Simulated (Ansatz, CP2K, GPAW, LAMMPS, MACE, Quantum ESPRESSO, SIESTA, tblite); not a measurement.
**Other levels on liquid Zn38Se23S15 at 2640 K (76 atoms)**

Density of this cell: 4.69 g/cm³. The cell holds 76 atoms: 38 Zn, 23 Se and 15 S. Its edges and angles: a = 11.922 Å, b = 11.922 Å, c = 11.922 Å, α = 90.0°, β = 90.0°, γ = 90.0°. 76 atoms (38 Zn, 23 Se, 15 S) placed at random at 4.69 g/cm³, melted at 2640 K for 10 ps at fixed volume with the Stillinger-Weber II-VI potential (Zhou et al., Phys. Rev. B 88, 085309 (2013)). Snapshot at the end of a hold of 5 ps at 2640 K and fixed volume.

Geometry: as built.

The reference, a calculation:

```
method                 : Kohn-Sham DFT, PBE, PAW, plane waves (Ansatz 0.2.0); cutoff 420 eV, Γ point, fermi-dirac smearing of 0.05 eV; PAW set soft_2
r.m.s. force component : 0.7055 eV/Å
longest force          : 3.13 eV/Å
pressure               : -1.919 GPa
SCF cycles             : 12
time                   : 39 s on 4 threads of Arm Neoverse V2, shared host
CPU time               : 2.3 min
```

Runs, in no order:
A. GPAW PBE, LCAO szp(dzp), h 0.2 Å: Kohn-Sham DFT, PBE, PAW, atomic orbitals (szp(dzp))
B. MACE MPA-0 medium potential: machine-learned interatomic potential MACE MPA-0 medium, trained on PBE(+U) plane-wave data
C. CP2K PBE, DZVP-MOLOPT-SR, 800/50 Ry, diagonalisation: Kohn-Sham DFT, PBE, GTH-PBE pseudopotentials, Gaussian and plane waves, DZVP-MOLOPT-SR-GTH, diagonalisation
D. QE PBE, sssp-1.3.0-efficiency, 45/360 Ry: Kohn-Sham DFT, PBE, SSSP efficiency 1.3.0 pseudopotentials, plane waves
E. MACE MP-0b2 small potential: machine-learned interatomic potential MACE MP-0b2 small, trained on PBE(+U) plane-wave data

Q: Order them from the smallest to the largest r.m.s. force difference.

D, C, A, B, E.

```
                                                    run  Δ force, r.m.s. (meV/Å)  share of r.m.s. force (%)  CPU time
            D. QE PBE, sssp-1.3.0-efficiency, 45/360 Ry                     7.26                       1.03    32 min
C. CP2K PBE, DZVP-MOLOPT-SR, 800/50 Ry, diagonalisation                     43.7                       6.19   6.1 min
                    A. GPAW PBE, LCAO szp(dzp), h 0.2 Å                     95.2                       13.5   3.2 min
                         B. MACE MPA-0 medium potential                      148                       20.9     5.4 s
                         E. MACE MP-0b2 small potential                      219                       31.0     5.1 s
```

Machine-learned potentials mimic data converged in k, so the reference's own k-point error enters their differences. The network of bonds at the start is that of the classical potential that made the cell, and needn't be the one that DFT or experiment would give. The electronic-structure runs sample only Γ, in a cell whose shortest periodic width is 12 Å, which is coarse for a cell with partly filled levels.

[Logs are printed without paths, hosts, clocks, repeated set-up lines and the standing remarks that a program may print on its own settings, such as how far it seeks lower states.]

[Hosts, paths, dates, database ids (printed as entryN), source tags and the programs' standing remarks are cut or masked in the printed files.]
